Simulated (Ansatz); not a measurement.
In doubt: masses and optical values from hybrid runs of this build are listed as unsure, which bears on the screening that GW takes from such a start.

Rows from a G0W0 calculation on WSe2 (P6_3/mmc) (Ansatz 0.2.0; G0W0 on PBE0, plane waves, PAW; 6×6×2 mesh, 723 empty bands, screening to 190 eV, hard PAW files), in eV. Spin-orbit coupling is left out.

The database entry behind the starting cell differs from later determinations by our own check (a about 0.2 % long), so it need not match the best structure at ambient conditions.

| row | Σx | Σc | Vxc | Z |
| --- | --- | --- | --- | --- |
| A | -19.30 | 0.82 | -18.63 | 0.79 |
| B | -18.13 | 0.74 | -17.54 | 0.79 |
| C | -19.35 | 0.24 | -19.18 | 0.79 |
| D | -13.68 | -4.16 | -17.41 | 0.80 |
| E | -12.79 | -3.67 | -16.05 | 0.80 |
| F | -13.90 | -4.09 | -17.55 | 0.79 |

Q: Which rows are filled states and which are empty ones, and how can one tell?

Filled: A, B and C. Empty: D, E and F. The sign of Σc tells: for a filled state bare exchange, which holds its interaction with itself, lies below Vxc (Σx − Vxc is -0.2 eV or lower here) and screening gives part back as a positive Σc. For an empty state Σx lies above Vxc (+3.3 eV or more) and the Coulomb hole leaves Σc negative.

[Runs of the session that timed out or met a known fault of the program may be left out.]

[Cells called generated may have been cut or substituted from an entry of the Crystallography Open Database or the Materials Project.]

[Hosts, paths, dates, database ids (printed as entryN), source tags and the programs' standing remarks are cut or masked in the printed files.]
